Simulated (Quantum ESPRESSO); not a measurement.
# BaTiO3 (Pm-3m): zone-centre phonons

Which modes does BaTiO3 (Pm-3m) have at the zone centre?

Main program and level: Quantum ESPRESSO 7.5; DFT LDA, scalar-relativistic, plane waves, PseudoDojo norm-conserving pseudopotentials.

Most raw output is cut from this account.

### Step 1. The starting structure

It takes space group Pm-3m (No. 221, cubic). The conventional cell has a = 4.006 Å, b = 4.006 Å, c = 4.006 Å, α = 90.00°, β = 90.00°, γ = 90.00°. Nearest to Ba lie 12 O at 2.83 Å. Ti has 6 O at 2.00 Å nearest. Nearest to O lie 2 Ti at 2.00 Å and 4 Ba at 2.83 Å. Farther neighbours and most contacts between anions are not listed.

### Step 2. A probe with smearing

A cheap run with smearing and empty bands tells whether the crystal has a gap, which decides between fixed occupations and smearing later on.

probe.in

```
&CONTROL
  calculation = 'scf'
  prefix      = 'x'
  outdir      = './tmp'
  pseudo_dir  = './pseudo'
  tprnfor     = .true.
  tstress     = .true.
  verbosity   = 'high'
/
&SYSTEM
  ibrav       = 1
  celldm(1)   = 7.57024286
  nat         = 5
  ntyp        = 3
  ecutwfc     = 92.0
  occupations = 'smearing'
  smearing    = 'gaussian'
  degauss     = 0.01
/
&ELECTRONS
  conv_thr         = 1.0d-07
  mixing_beta      = 0.7
  electron_maxstep = 100
/
ATOMIC_SPECIES
 Ba    137.3270  Ba.upf
 Ti     47.8670  Ti.upf
 O      15.9990  O.upf
ATOMIC_POSITIONS crystal
 Ba     0.500000000   0.500000000   0.500000000
 Ti     0.000000000   0.000000000   0.000000000
 O      0.500000000   0.000000000   0.000000000
 O      0.000000000   0.500000000   0.000000000
 O      0.000000000   0.000000000   0.500000000
K_POINTS automatic
 4 4 4 0 0 0
```

The run is started by

```sh
$ OMP_NUM_THREADS=1 mpirun -n 4 pw.x -nk 4 -in probe.in > probe.out
```

Wall time 11 s (4 MPI ranks of Arm Neoverse V1, shared host).

Read from the output:

| Item | Value |
| --- | --- |
| volume per atom | 12.86 Å³ |
| pressure | -8.926 GPa |
| gap on the k-mesh | 1.696 eV |

A gap of 1.7 eV opens on this mesh, so the crystal is taken as an insulator; the start stands at -8.9 GPa.

### Step 3. Relaxing the cell and atoms

The relaxation runs at a cutoff a fifth above that of the response, since stress converges more slowly with the basis than frequencies do. Forces and stress are brought to rest with tight thresholds.

relax.in

```
&CONTROL
  calculation   = 'vc-relax'
  prefix        = 'x'
  outdir        = './tmp'
  pseudo_dir    = './pseudo'
  tprnfor       = .true.
  tstress       = .true.
  forc_conv_thr = 2.0d-05
  etot_conv_thr = 1.0d-07
  nstep         = 40
/
&SYSTEM
  ibrav       = 1
  celldm(1)   = 7.57024286
  nat         = 5
  ntyp        = 3
  ecutwfc     = 110
  occupations = 'fixed'
  nbnd        = 22
/
&ELECTRONS
  conv_thr         = 1.0d-11
  mixing_beta      = 0.7
  electron_maxstep = 100
/
&IONS
/
&CELL
  press_conv_thr = 0.2
/
ATOMIC_SPECIES
 Ba    137.3270  Ba.upf
 Ti     47.8670  Ti.upf
 O      15.9990  O.upf
ATOMIC_POSITIONS crystal
 Ba     0.500000000   0.500000000   0.500000000
 Ti     0.000000000   0.000000000   0.000000000
 O      0.500000000   0.000000000   0.000000000
 O      0.000000000   0.500000000   0.000000000
 O      0.000000000   0.000000000   0.500000000
K_POINTS automatic
 6 6 6 0 0 0
```

The run is started by

```sh
$ OMP_NUM_THREADS=1 mpirun -n 4 pw.x -nk 4 -in relax.in > relax.out
```

It took 3.6 min on 4 MPI ranks.

The steps of the relaxation:

| step | energy less that of the first step (eV) | largest force (eV/Å) | pressure (GPa) | volume (Å³) |
| --- | --- | --- | --- | --- |
| 1 | 0.0000 | 0.0000 | -8.96 | 64.29 |
| 2 | -0.0935 | 0.0000 | -1.05 | 61.39 |
| 3 | -0.0946 | 0.0000 | 0.10 | 61.03 |
| 4 | -0.0946 | 0.0000 | 0.00 | 61.06 |
| 5 | -0.0946 | 0.0000 | 0.00 | 61.06 |
| 6 | -0.0946 | 0.0000 | 0.00 | 61.06 |

| conventional cell, symmetrised | before | after | change |
| --- | --- | --- | --- |
| a (Å) | 4.006 | 3.938 | -1.7 % |
| b (Å) | 4.006 | 3.938 | -1.7 % |
| c (Å) | 4.006 | 3.938 | -1.7 % |
| volume (Å³/atom) | 12.86 | 12.21 | -5.0 % |

Final coordinates:

```
Ba Ti O
1.0
     3.93783    0.00000    0.00000
     0.00000    3.93783    0.00000
     0.00000    0.00000    3.93783
Ba Ti O
1 1 3
Cartesian
  1.9689 1.9689 1.9689
  0.0000 0.0000 0.0000
  1.9689 0.0000 0.0000
  0.0000 1.9689 0.0000
  0.0000 0.0000 1.9689
```

The last row of the table of steps is pw.x's closing run on a basis chosen anew for the final cell, so its energy can jump.

Numbers from this step:

| Quantity | Value |
| --- | --- |
| volume per atom | 12.21 Å³ |
| pressure | 0 GPa |
| gap on the k-mesh | 1.812 eV |

The volume changes by -5.0 % from the cell with which this run began.

### Step 4. Self-consistent run for the response

The response is built on this ground state, so it is converged far tighter than an energy would need. With a gap, occupations are fixed, which also allows the response to an electric field.

scf.in

```
&CONTROL
  calculation = 'scf'
  prefix      = 'x'
  outdir      = './tmp'
  pseudo_dir  = './pseudo'
  tprnfor     = .true.
  tstress     = .true.
/
&SYSTEM
  ibrav       = 1
  celldm(1)   = 7.4414107
  nat         = 5
  ntyp        = 3
  ecutwfc     = 92.0
  occupations = 'fixed'
  nbnd        = 22
/
&ELECTRONS
  conv_thr         = 1.0d-12
  mixing_beta      = 0.7
  electron_maxstep = 100
/
ATOMIC_SPECIES
 Ba    137.3270  Ba.upf
 Ti     47.8670  Ti.upf
 O      15.9990  O.upf
ATOMIC_POSITIONS crystal
 Ba     0.500000000   0.500000000   0.500000000
 Ti     0.000000000   0.000000000   0.000000000
 O      0.500000000   0.000000000   0.000000000
 O      0.000000000   0.500000000   0.000000000
 O      0.000000000   0.000000000   0.500000000
K_POINTS automatic
 8 8 8 0 0 0
```

The run is started by

```sh
$ OMP_NUM_THREADS=1 mpirun -n 4 pw.x -nk 4 -in scf.in > scf.out
```

Run time: 60 s. Hardware: 4 MPI ranks.

This step gave:

```
pressure          : -0.003000 GPa
gap on the k-mesh : 1.813 eV
```

The cell stands at -0.0030 GPa, close enough for phonons.

### Step 5. Zone-centre response

At q = 0 one unit cell holds all displacements; symmetry groups them into irreducible representations that are solved one by one. The response to a field gives ε∞ and the Born charges, which polar modes need.

ph.in

```
phonons
&INPUTPH
  prefix = 'x'
  outdir = './tmp'
  fildyn = 'g.dyn'
  tr2_ph = 1.0d-18
  epsil  = .true.
/
0.000000000000 0.000000000000 0.000000000000
```

The run is started by

```sh
$ OMP_NUM_THREADS=1 mpirun -n 4 ph.x -nk 4 -in ph.in > ph.out
```

Elapsed: 24 min, on 4 MPI ranks; 1.6 h of CPU time.

This step gave:

| Property | Result |
| --- | --- |
| miss of the charge sum rule | 0.001730 e |
| largest acoustic frequency at the zone centre before the sum rule | -0.46 cm⁻¹ |
| highest optical zone-centre mode (no LO-TO term) | 480.2 cm⁻¹ |
| lowest optical zone-centre mode | -152.8 cm⁻¹ |
| mean high-frequency dielectric constant | 6.655 |
| largest Born charge in size (third of the trace) | 7.331 e |

Born charge (rows field, columns displacement), before the sum rule (e), principal values of the symmetric part by kind of site:

| atom | atoms with these values | low | middle | high | mean |
| --- | --- | --- | --- | --- | --- |
| Ba1 | 1 | 2.77 | 2.77 | 2.77 | 2.77 |
| Ti2 | 1 | 7.33 | 7.33 | 7.33 | 7.33 |
| O3 | 3 | -5.76 | -2.17 | -2.17 | -3.37 |

In full for Ba1:

```
2.77 0.00 0.00
0.00 2.77 0.00
0.00 0.00 2.77
```

High-frequency dielectric tensor:

```
6.65 0.00 0.00
0.00 6.65 0.00
0.00 0.00 6.65
```

The acoustic modes at Γ come out as far as 0.5 cm⁻¹ from zero, where they should vanish, a small numerical error; the Born charges miss their sum rule by 0.0017 e, which is good. The lowest optical mode is imaginary, 153i cm⁻¹, an instability at this level and on this k mesh.

### Step 6. Zone-centre analysis

A rigid shift of the crystal must cost nothing, but grids and finite bases break this; the acoustic sum rule is imposed before the matrix is diagonalised again. With Born charges the intensities follow; a static dielectric tensor has no meaning with imaginary modes.

dynmat.in

```
&INPUT
  fildyn = 'g.dyn'
  asr    = 'simple'
  fileig = 'dynmat.eig'
  lperm  = .true.
/
```

The run is started by

```sh
$ dynmat.x -in dynmat.in > dynmat.out
```

Wall time 0.48 s (1 thread).

Unit eigenvectors of the mass-weighted matrix after the sum rule; no LO-TO term. Modes at Γ, with each element's share of the kinetic energy (negative means imaginary):

| mode | frequency (cm⁻¹) | Ba % | Ti % | O % |
| --- | --- | --- | --- | --- |
| 1 | -152.8 | 0 | 46 | 54 |
| 2 | -152.8 | 0 | 46 | 54 |
| 3 | -152.8 | 0 | 46 | 54 |
| 4 | 0.0 | 59 | 21 | 21 |
| 5 | 0.0 | 59 | 21 | 21 |
| 6 | 0.0 | 59 | 21 | 21 |
| 7 | 183.7 | 41 | 31 | 28 |
| 8 | 183.7 | 41 | 31 | 28 |
| 9 | 183.7 | 41 | 31 | 28 |
| 10 | 288.7 | 0 | 0 | 100 |
| 11 | 288.7 | 0 | 0 | 100 |
| 12 | 288.7 | 0 | 0 | 100 |
| 13 | 480.2 | 0 | 2 | 98 |
| 14 | 480.2 | 0 | 2 | 98 |
| 15 | 480.2 | 0 | 2 | 98 |

Displacements in mode 3 (-152.8 cm⁻¹), the largest set to 1:
```
Ba1  0.00  0.00  0.01
Ti2  0.01  0.23  0.69
O3  -0.01 -0.19 -0.59
O4  -0.01 -0.33 -0.59
O5  -0.01 -0.19 -1.00
```

Displacements in mode 14 (480.2 cm⁻¹), the largest set to 1:
```
Ba1  0.00  0.00 -0.01
Ti2  0.00  0.00  0.11
O3   0.00  0.00 -0.65
O4   0.00  0.00 -0.65
O5   0.00  0.00  1.00
```

Degenerate modes summed, no LO-TO term; imaginary modes left out. Infrared lines, with heights relative to the strongest:

| position (cm⁻¹) | lines merged | IR intensity, relative |
| --- | --- | --- |
| 184 | 3 | 61 |
| 289 | 3 | 0.0 |
| 480 | 3 | 100 |

The rule moves no optical mode by more than 0.1 cm⁻¹.

### Step 7. Modes along a direction of q (1 0 0)

A longitudinal polar mode sets up a macroscopic field that stiffens it; the term hangs on the direction from which q goes to zero.

dynmat.in

```
&INPUT
  fildyn = 'g.dyn'
  asr    = 'simple'
  fileig = 'dynmat.eig'
  q(1)   = 1.0
  q(2)   = 0.0
  q(3)   = 0.0
/
```

The run is started by

```sh
$ dynmat.x -in dynmat.in > dynmat.out
```

It took 0.47 s on 1 thread.

Read from the output:

* highest mode moved by the LO-TO term: 680.7 cm⁻¹

Zone-centre frequencies as printed; negative means imaginary. Modes:

| mode | frequency (cm⁻¹) |
| --- | --- |
| 1 | -152.8 |
| 2 | -152.8 |
| 3 | 0 |
| 4 | 0 |
| 5 | 0 |
| 6 | 179.2 |
| 7 | 183.7 |
| 8 | 183.7 |
| 9 | 288.7 |
| 10 | 288.7 |
| 11 | 288.7 |
| 12 | 459.1 |
| 13 | 480.2 |
| 14 | 480.2 |
| 15 | 680.7 |

The field moves 3 modes; the highest of them now lies at 681 cm⁻¹, where the highest that moved away lay at 480.

### Step 8. Ground state, volume × 0.94

Bonds stiffen under compression, so frequencies follow the volume; the atoms are not relaxed anew.

scf.in: that of step 4 with these lines changed.

```diff
@@ -10,3 +10,3 @@
   ibrav       = 1
-  celldm(1)   = 7.4414107
+  celldm(1)   = 7.28950255
   nat         = 5
```

The run is started by

```sh
$ OMP_NUM_THREADS=1 mpirun -n 4 pw.x -nk 4 -in scf.in > scf.out
```

Wall time 42 s (4 MPI ranks).

Numbers from this step:

| Item | Value |
| --- | --- |
| volume per atom | 11.48 Å³ |
| pressure | 13.88 GPa |
| gap on the k-mesh | 1.926 eV |

### Step 9. Zone-centre response, volume × 0.94

It starts from a fresh copy of the ground state of step 8.

ph.in: that of step 5 with these lines changed.

```diff
@@ -4,3 +4,3 @@
   outdir = './tmp'
-  fildyn = 'g.dyn'
+  fildyn = 's.dyn'
   tr2_ph = 1.0d-18
```

The run is started by

```sh
$ OMP_NUM_THREADS=1 mpirun -n 4 ph.x -nk 4 -in ph.in > ph.out
```

Elapsed: 9.2 min, on 4 MPI ranks.

The run was cut off at its time limit.

### Step 10. Ground state, volume × 0.97

scf.in: that of step 8 with these lines changed.

```diff
@@ -10,3 +10,3 @@
   ibrav       = 1
-  celldm(1)   = 7.28950255
+  celldm(1)   = 7.3662398
   nat         = 5
```

The run is started by

```sh
$ OMP_NUM_THREADS=1 mpirun -n 4 pw.x -nk 4 -in scf.in > scf.out
```

The job ended after 48 s (4 MPI ranks; 3.2 min of CPU time).

Numbers from this step:

```
volume per atom   : 11.85 Å³
pressure          : 6.37 GPa
gap on the k-mesh : 1.871 eV
```

### Step 11. Zone-centre response, volume × 0.97

It starts from a fresh copy of the ground state of step 10.

ph.in is that of step 9.

The run is started by

```sh
$ OMP_NUM_THREADS=1 mpirun -n 4 ph.x -nk 4 -in ph.in > ph.out
```

The job ended after 9.6 min (4 MPI ranks).

The run was cut off at its time limit.

### Step 12. Self-consistent run for the response, volume × 1.03

scf.in: that of step 10 with these lines changed.

```diff
@@ -10,3 +10,3 @@
   ibrav       = 1
-  celldm(1)   = 7.3662398
+  celldm(1)   = 7.51509283
   nat         = 5
```

The run is started by

```sh
$ OMP_NUM_THREADS=1 mpirun -n 4 pw.x -nk 4 -in scf.in > scf.out
```

It took 43 s on 4 MPI ranks; 2.9 min of CPU time.

Numbers from this step:

| Property | Result |
| --- | --- |
| volume per atom | 12.58 Å³ |
| pressure | -5.408 GPa |
| gap on the k-mesh | 1.756 eV |

### Step 13. Zone-centre response, volume × 1.03

It starts from a fresh copy of the ground state of step 12.

ph.in is that of step 11.

The run is started by

```sh
$ OMP_NUM_THREADS=1 mpirun -n 4 ph.x -nk 4 -in ph.in > ph.out
```

It took 10 min on 4 MPI ranks.

The run was cut off at its time limit.

### Step 14. Ground state, volume × 1.06

scf.in: that of step 12 with these lines changed.

```diff
@@ -10,3 +10,3 @@
   ibrav       = 1
-  celldm(1)   = 7.51509283
+  celldm(1)   = 7.58735777
   nat         = 5
```

The run is started by

```sh
$ OMP_NUM_THREADS=1 mpirun -n 4 pw.x -nk 4 -in scf.in > scf.out
```

Run time: 78 s. Hardware: 4 MPI ranks.

This step gave:

```yaml
volume_per_atom: 12.95 Å³
pressure: -9.992 GPa
gap_on_the_k_mesh: 1.700 eV
```

### Step 15. Linear response at Γ, volume × 1.06

It starts from a fresh copy of the ground state of step 14.

ph.in is that of step 13.

The run is started by

```sh
$ OMP_NUM_THREADS=1 mpirun -n 4 ph.x -nk 4 -in ph.in > ph.out
```

Wall time 11 min (4 MPI ranks).

The run was cut off at its time limit.

### Step 16. Summary of results

```json
{
  "space group after relaxation": "Pm-3m",
  "volume per atom": "12.2 Å³",
  "gap on the k-mesh": "1.81 eV",
  "highest optical zone-centre mode (no LO-TO term)": "480.2 cm⁻¹",
  "lowest optical zone-centre mode": "-152.8 cm⁻¹",
  "highest mode moved by the LO-TO term": "680.7 cm⁻¹",
  "mean high-frequency dielectric constant": "6.65",
  "largest Born charge in size (third of the trace)": "7.33 e",
  "imaginary optical modes at the zone centre (no q mesh in this session)": "yes"
}
```

**Reading.** At the LDA level the optical modes of BaTiO3 (Pm-3m) at the zone centre (no LO-TO term) run from 153i to 480 cm⁻¹, so the structure is a saddle point, with 3 modes beyond 10i cm⁻¹ there. Along the directions run, the highest mode that the macroscopic field moves lies at 681 cm⁻¹. Of the 12 optical modes, 9 are infrared active alone and 3 are silent. These are harmonic frequencies at zero temperature: anharmonic shifts and linewidths and thermal expansion are left out. Spin-orbit coupling is left out, which can matter for the heavy elements here. The published file for Ba has no f projectors, which tends to make oxide cells too large.

[Host names and launcher messages were left out of these logs when they were recorded.]

[Logs are printed without paths, hosts, clocks, repeated set-up lines and the standing remarks that a program may print on its own settings, such as how far it seeks lower states.]

[Hosts, paths, dates, database ids (printed as entryN), source tags and the programs' standing remarks are cut or masked in the printed files.]
